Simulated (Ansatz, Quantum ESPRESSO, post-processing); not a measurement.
# Mg chain with one atom pushed 1.0 Å aside at constant bond length: ballistic transmission, part 4 of 4

How well does the junction conduct in the ballistic limit? It is: Mg chain with one atom pushed 1.0 Å aside at constant bond length.

Quantum ESPRESSO 7.5; plane-wave DFT, PBE, GBRV ultrasoft pseudopotentials; cross-check by Ansatz 0.2.0 with PAW datasets.

So far. Step 3 (Transmission with pwcond.x): At no point does T exceed the number of channels. Step 5 (Transmission with pwcond.x, with ikind = 2): The message: “init_orbitals (1): Too big atomic spheres”. ikind = 2 asks for a second, right-hand lead, for which no boundary (bdr) or run was given; ikind = 1 fits one lead on both sides.

## (6) Cross-check with Ansatz

As a check, the same structure is run in Ansatz.

Level of this step: plane-wave DFT, PBE, Ansatz PAW (Ansatz 0.2.0).

The input, input.yaml:

```yaml
crystal:
  lattice:
    - [7.5, 0.0, 0.0]
    - [0.0, 7.5, 0.0]
    - [0.0, 0.0, 32.6568542495]
  atoms:
    - { symbol: Mg, position: [0.5, 0.5, 0.0] }
    - { symbol: Mg, position: [0.5, 0.5, 0.0918643289] }
    - { symbol: Mg, position: [0.5, 0.5, 0.1837286578] }
    - { symbol: Mg, position: [0.5, 0.5, 0.2755929867] }
    - { symbol: Mg, position: [0.5, 0.5, 0.3674573156] }
    - { symbol: Mg, position: [0.633333333, 0.5, 0.4540678355] }
    - { symbol: Mg, position: [0.5, 0.5, 0.5406783554] }
    - { symbol: Mg, position: [0.5, 0.5, 0.6325426844] }
    - { symbol: Mg, position: [0.5, 0.5, 0.7244070133] }
    - { symbol: Mg, position: [0.5, 0.5, 0.8162713422] }
    - { symbol: Mg, position: [0.5, 0.5, 0.9081356711] }
kpoints:
  mp_grid: { grid: [1, 1, 4] }
hamiltonian:
  xc: pbe
scf:
  occupations: { method: fermi_dirac, width: 0.1 }
  convergence: { dr2_threshold: 1.0e-08 }
output:
  transmission:
    leads: [[0, 1]]
    e_range: [-2.0, 2.0]
    de: 0.05
    kmesh: [1, 1]
    reduced_basis: true
  write_potential: true
  write_density: true
  volumetric_format: npy
  elf: true
```

The run is started by

```bash
> ansatz run input.yaml --threads 4 --pin off --max-ram 8192MiB --backend cpu --events-out ev --progress --plain --runs-dir out
```

Numbers of over 12 decimals in the logs are rounded to 6 here.

The log of the run:

```text
Engine: ansatz 0.2.0, aarch64-unknown-linux-gnu
Pseudopotentials: kind: paw
Pseudopotential: Mg, paw, valence charge 10, recommended cutoff 420 eV (normal), Mg.paw.azcp
Functional definition: PBE
  parameter kappa = 0.804
  parameter beta = 0.066725
  exchange = pbe_x(kappa = kappa, mu = beta*pi^2/3)
  correlation = pbe_c(beta = beta)
Crystal: 11 atoms, lattice volume = 1836.948 Å³
Basis set: ecut = 420 eV, 35893 PW (Γ)
Bands: 66, of which v1, the nominal top of the filled ones, is band 55 counted from 1 (54 counted from 0)
Symmetry: 4 space group operations
Space group: Pmm2 (ITA 25), of the structure as read, at distance tolerance 1.2e-4 Å
k-points: 3 of 4
Non-local potential: Mg, projectors of the file, l = 0: 3, l = 1: 2, l = 2: 1
PAW form: soft (Blöchl's): semilocal exchange-correlation on the pseudo side does not see the compensation charge
PAW one-centre angular grid: Mg, 110 points (default); XC on 64 Gauss nodes
Initial density: superposition of atomic densities (neutral atoms: chi_scale 0, normalization atom), corrected by the library's trained network
Initial wavefunctions: pseudopotential atomic-orbital guess
Functional: x = pbe(κ = 0.804, μ = 0.219515), c = pbe(β = 0.066725)
SCF iter   1: F=—  HF=-21148.582396 eV  |F-HF|=—  |Δ(HF+E_count)|=         —  Δρ=2.23e-3  dr2=2.18e-1  ethr=1.77e-3  ⟨swp⟩=21.3  Hψ=1324  notcnv=0
preconditioner: auto → LDOS  [insulator: Δε(μ)=0.265 eV  Ē_g=3.063 eV  σ=0.100 eV  W_gap=0.52  n_scr=140 (ndim 8)  ℏωp=4.1 eV  f_vac=0.604  D(μ)=5.36/eV (n_scr^D=6)  ε∞_Penn≈2.8  β→1.0]
SCF iter   2: F=—  HF=-21148.572319 eV  |F-HF|=—  |Δ(HF+E_count)|=   1.01e-2  Δρ=5.02e-4  dr2=5.31e-3  ethr=1.98e-4  ⟨swp⟩=2.7  Hψ=282  notcnv=0
SCF iter   3: F=—  HF=-21148.580240 eV  |F-HF|=—  |Δ(HF+E_count)|=   7.92e-3  Δρ=1.09e-4  dr2=3.14e-4  ethr=4.83e-6  ⟨swp⟩=2.3  Hψ=255  notcnv=0
SCF iter   4: F=—  HF=-21148.580535 eV  |F-HF|=—  |Δ(HF+E_count)|=   2.95e-4  Δρ=4.84e-5  dr2=4.51e-5  ethr=2.85e-7  ⟨swp⟩=3.7  Hψ=427  notcnv=0
SCF iter   5: F=—  HF=-21148.580539 eV  |F-HF|=—  |Δ(HF+E_count)|=   3.61e-6  Δρ=8.57e-6  dr2=2.74e-6  ethr=4.10e-8  ⟨swp⟩=2.3  Hψ=391  notcnv=0
SCF iter   6: F=—  HF=-21148.580306 eV  |F-HF|=—  |Δ(HF+E_count)|=   2.33e-4  Δρ=2.02e-6  dr2=1.50e-7  ethr=2.49e-9  ⟨swp⟩=4.0  Hψ=444  notcnv=0
SCF iter   7: F=-21148.580306 eV  HF=-21148.580306 eV  |F-HF|=4.87e-9  |Δ(HF+E_count)|=   2.19e-8  Δρ=4.09e-7  dr2=6.36e-9  ethr=9.09e-12  ⟨swp⟩=12.7  Hψ=576  notcnv=0
SCF 1 converged in 7 iterations: F = -21148.580306 eV  dr2 = 6.36e-9
  greatest PAW one-centre occupation: 1.000 electrons in one spin orbital (limit 2), on the Mg atom at site 4 (counted from 0), in its partial waves of l = 0
transmission: 41 of 246 steps passed
transmission: 82 of 246 steps passed
[...]
transmission: 246 of 246 steps passed
WARN: The output density's exchange-correlation potential varies sharply where the density is thin. Do not read a vacuum level from v_tot or v_xc, or from such a field of the output density. On a cell that repeats whose density bears no net charge and no dipole along the vacuum's axis use v_es (v_loc + v_h of the components); under efield.dipole_correction with no amplitude use v_es + v_field, which holds any externa [...]
SCF converged after 7 iterations
Free energy (F): -21148.580306 eV
Harris-Foulkes:  -21148.580306 eV  (|F-HF|=4.87e-9)
Internal energy: -21148.346223 eV  (E = F + TS)
E sigma→0 (E₀):  -21148.463264 eV
Entropy (-TS):   -0.234083 eV (-21.280 meV/atom)
Fermi energy:    -1.116344 eV
--- Per-component energies (eV) ---
  E_band       = -4767.905787
  E_kinetic    = 804.636509
  E_local      = -27647.466847  (includes V_loc(G=0)·N_el)
  E_nonlocal   = 1064.258583
  E_hartree    = 10857.100073
  E_xc         = -292.214823
  E_vxc        = -375.678888  (∫ρ·V_xc dr)
  E_paw        = -3225.820620  (= ΣΔE_a)
  E_vpaw       = -327.857146  (= ΣTr[D̂ρ^β])
  E_aug_tail   = -0.000030  (compensation charges beyond the density's cutoff)
  E_ewald      = -2708.839067
  E_smearing   = -0.234083  (= −TS)
  E_closure    = 0.000000  (closes the sum)
  Σ components = -21148.580306   (vs F -21148.580306, Δ=0.00e0)
--- Band table (eV) ---
  k-point 0: bands = [... 51 lower, -2.7296, -2.7092, -1.6216, -1.5280, -0.8364, -0.8117, -0.7340, -0.6844, ... 7 higher]
  k-point 1: bands = [... 51 lower, -2.9784, -2.4473, -1.8713, -1.2993, -0.8464, -0.8042, -0.7749, -0.7317, ... 7 higher]
  k-point 2: bands = [... 51 lower, -3.2180, -2.1853, -2.1404, -1.1496, -0.8865, -0.7899, -0.7897, -0.7625, ... 7 higher]
--- Transmission ---
  basis      : 497 plane waves across, 41 finite elements along
  points     : 1, standing for a mesh of 1 x 1
  energies   : 81 from -2.000000 to 2.000000 eV about the Fermi level, 0.050000 eV apart; the leads are filled to 0.000000 eV, and channels, transmission and decay are at 0.000000 eV
  crystal 0  : Mg1, at the sites [0, 1], period 3.0000 Å, over 30.00 Å; its Hamiltonian steps by up to 0.8 meV
    offset         : up to 0.0000 Å between an atom of the period and one for which it stands
    channels       : 0.000000e0 a spin
    conductance    : none, the energies end too early or step too widely for 300 K: set another output.transmission.e_range or a lower de, or, where they end at an eighth of basis.ecutwfc, a higher one
    slowest decay  : 0.0341 /Å at (0.0000, 0.0000)
  junction   : crystal 0 to crystal 0, -1.50 to 28.16 Å
    transmission   : 0.000000e0 a spin
    error estimate : 0.000000e0 a spin from the reduction of the transverse basis, at the most 1.227930e-3 at 1.750000 eV
    conductance    : none, the energies end too early or step too widely for 300 K: set another output.transmission.e_range or a lower de, or, where they end at an eighth of basis.ecutwfc, a higher one
```

Wall time 52 s (4 threads of Arm Neoverse N1, shared host); peak memory 1.7 GiB; 3.2 min of CPU time.

This step gave:

* free energy: -21148.5803 eV
* energy at zero smearing: -21148.4633 eV
* smearing term TS: 0.2341 eV
* Fermi energy: -1.116 eV
* symmetry operations: 4
* step of the lead's Hamiltonian over a period: 0.8 meV

Per spin. Transmission against energy, zero at the Fermi level:

energy (eV), transmission and a bar:
```
   -2.000       1.00 #########
   -1.800       1.00 #########
   -1.600       1.00 #########
   -1.400       0.99 #########
   -1.200       0.99 #########
   -1.000       0.98 #########
   -0.800       0.97 #########
   -0.600       0.96 #########
   -0.400       0.93 #########
   -0.200       0.83 ########
    0.000       0.00 
    0.200       0.00 
    0.400       1.40 #############
    0.600       1.58 ###############
    0.800       2.21 #####################
    1.000       2.52 #######################
    1.200       2.67 #########################
    1.350       2.70 #########################
    1.400       2.69 #########################
    1.600       2.21 #####################
    1.800       2.84 ##########################
    2.000       3.22 ##############################
```

Per spin. Open channels against energy, zero at the Fermi level:

energy (eV), open channels and a bar:
```
    -2.00       1.00 ########
    -1.90       1.00 ########
    -1.80       1.00 ########
    -1.70       1.00 ########
    -1.55       1.00 ########
    -1.45       1.00 ########
    -1.35       1.00 ########
    -1.25       1.00 ########
    -1.15       1.00 ########
    -1.05       1.00 ########
    -0.90       1.00 ########
    -0.80       1.00 ########
    -0.70       1.00 ########
    -0.60       1.00 ########
    -0.50       1.00 ########
    -0.40       1.00 ########
    -0.25       1.00 ########
    -0.15       1.00 ########
    -0.05       0.00 
     0.00       0.00 
     0.05       0.00 
     0.15       0.00 
     0.25       0.00 
     0.40       2.00 ###############
     0.50       2.00 ###############
     0.60       2.00 ###############
     0.70       3.00 ######################
     0.80       3.00 ######################
     0.90       3.00 ######################
     1.05       3.00 ######################
     1.15       3.00 ######################
     1.25       3.00 ######################
     1.35       3.00 ######################
     1.45       3.00 ######################
     1.55       3.00 ######################
     1.70       3.00 ######################
     1.80       4.00 ##############################
     1.90       4.00 ##############################
     2.00       4.00 ##############################
```

Electrostatic potential energy in the ca plane at fractional y = 0.500, with atoms of Mg within 0.2 Å of it. With pseudopotentials it is smooth inside the atoms' cores, unlike the true potential.

Values in eV, 11 rows by 16 columns, each cell a mean:
```
  1   1   1   1   1   1   1   1   1   1   1   1   1   1   1   1
  1   1   1   1   1   1   1   1   1   1   1   1   1   1   1   1
  1   1   1   1   0   1   1   0   1   1   0   1   1   0   1   1
 -1  -3   0  -2  -3   0  -2  -3   0  -2  -3   0  -2  -3   0  -2
-13 -28  -3 -14 -27  -2 -15 -26  -2 -16 -26  -2 -17 -25  -2 -18
-26 -48  -4 -27 -47  -4 -28 -46  -4 -30 -45  -4 -31 -44  -3 -33
 -9 -17  -1  -9 -16  -2  -9 -16  -2 -10 -15  -1 -10 -15  -1 -11
 -1  -2   1  -1  -2   0  -1  -2   1  -1  -2   1  -1  -2   1  -1
  1   1   1   1   1   1   1   1   1   1   1   1   1   1   1   1
  1   1   1   1   1   1   1   1   1   1   1   1   1   1   1   1
  1   1   1   1   1   1   1   1   1   1   1   1   1   1   1   1
```
Columns run along c (16.0 Å, from fractional 0.51 to 1.00 of the cell; values clipped at the 3rd and 97th percentile), rows up along a (7.5 Å). Atoms in or near the plane, at fractional coordinates: Mg at (0.00, 0.50), Mg at (0.54, 0.50), Mg at (0.63, 0.50), Mg at (0.72, 0.50), Mg at (0.82, 0.50), Mg at (0.91, 0.50).

Valence density in the ca plane at fractional y = 0.500, with atoms of Mg within 0.2 Å of it. It is the smooth field of the valence electrons, not physical close to the nuclei.

Values in e/Å³, 11 rows by 16 columns, each cell a mean:
```
 0  0  0  0  0  0  0  0  0  0  0  0  0  0  0  0
 0  0  0  0  0  0  0  0  0  0  0  0  0  0  0  0
 0  0  0  0  0  0  0  0  0  0  0  0  0  0  0  0
 0  0  0  0  0  0  0  0  0  0  0  0  0  0  0  0
 1  3  0  1  3  0  1  2  0  1  2  0  1  2  0  1
 3 12  0  3 11  0  4 11  0  4 10  0  5 10  0  5
 0  1  0  0  1  0  0  1  0  0  1  0  0  1  0  0
 0  0  0  0  0  0  0  0  0  0  0  0  0  0  0  0
 0  0  0  0  0  0  0  0  0  0  0  0  0  0  0  0
 0  0  0  0  0  0  0  0  0  0  0  0  0  0  0  0
 0  0  0  0  0  0  0  0  0  0  0  0  0  0  0  0
```
Columns run along c (16.0 Å, from fractional 0.51 to 1.00 of the cell), rows up along a (7.5 Å). Atoms in or near the plane, at fractional coordinates: Mg at (0.00, 0.50), Mg at (0.54, 0.50), Mg at (0.63, 0.50), Mg at (0.72, 0.50), Mg at (0.82, 0.50), Mg at (0.91, 0.50).

## (7) All levels side by side

All levels:

| step | T at the Fermi level (per spin) | conductance (G0) | r.m.s. T(E) from the first | CPU time of the step (s) | peak memory (GiB) |
| --- | --- | --- | --- | --- | --- |
| Ansatz | 0 | - | 0 | 193.2 | 1.713 |
| pwcond | 0 | 0 | 0.1396 | 2577 | 0.59 |
| pwcond, changed setting | 0 | 0 | 0.1397 | 2715 | 0.61 |

Per spin. The transmission by energy, zero at the Fermi level:

| energy (eV) | Ansatz | pwcond | pwcond, changed setting |
| --- | --- | --- | --- |
| -2.00 | 0.999 | 0.999 | 0.999 |
| -1.90 | 0.998 | 0.998 | 0.998 |
| -1.70 | 0.997 | 0.997 | 0.997 |
| -1.60 | 0.996 | 0.997 | 0.997 |
| -1.40 | 0.994 | 0.995 | 0.995 |
| -1.30 | 0.992 | 0.993 | 0.993 |
| -1.20 | 0.990 | 0.991 | 0.991 |
| -1.00 | 0.983 | 0.984 | 0.983 |
| -0.90 | 0.979 | 0.978 | 0.978 |
| -0.80 | 0.973 | 0.971 | 0.971 |
| -0.60 | 0.957 | 0.949 | 0.949 |
| -0.50 | 0.944 | 0.932 | 0.932 |
| -0.30 | 0.897 | 0.860 | 0.860 |
| -0.20 | 0.834 | 0.744 | 0.744 |
| -0.10 | 0.139 | 0 | 0 |
| 0.00 | 0 | 0 | 0 |
| 0.10 | 0 | 0 | 0 |
| 0.20 | 0 | 0 | 0 |
| 0.30 | 0.368 | 0.691 | 0.691 |
| 0.50 | 1.54 | 1.53 | 1.53 |
| 0.60 | 1.58 | 1.56 | 1.56 |
| 0.80 | 2.21 | 2.26 | 2.26 |
| 0.90 | 2.39 | 2.42 | 2.42 |
| 1.00 | 2.52 | 2.53 | 2.53 |
| 1.20 | 2.67 | 2.62 | 2.62 |
| 1.30 | 2.70 | 2.69 | 2.69 |
| 1.40 | 2.69 | 2.62 | 2.62 |
| 1.60 | 2.21 | 1.90 | 1.90 |
| 1.70 | 2.00 | 2.69 | 2.69 |
| 1.90 | 3.08 | 3.18 | 3.18 |
| 2.00 | 3.22 | 3.29 | 3.29 |

## (8) Summary of results

```json
{
  "conductance by pwcond, in doubt": "0 G₀",
  "conductance by Ansatz": "0 G₀"
}
```

What this shows: pwcond (PBE, GBRV ultrasoft) gives 0 G₀ and Ansatz (PAW) 0 G₀ a cell at the Fermi level; both codes find a gap in the lead at the Fermi level, so the value says nothing about the junction. No independent third code was run. In the second code the Fermi level lies in a gap of the lead, so a small shift of that gap decides the value. The geometry is as built, not relaxed, and the leads are short.

[Logs are printed without paths, hosts, clocks, repeated set-up lines and the standing remarks that a program may print on its own settings, such as how far it seeks lower states.]

[Hosts, paths, dates, database ids (printed as entryN), source tags and the programs' standing remarks are cut or masked in the printed files.]

[Maps of the electrostatic potential energy from Ansatz leave out the sawtooth potential of an applied field or a dipole correction, so their vacuum need not be flat; planar profiles and work functions include it.]
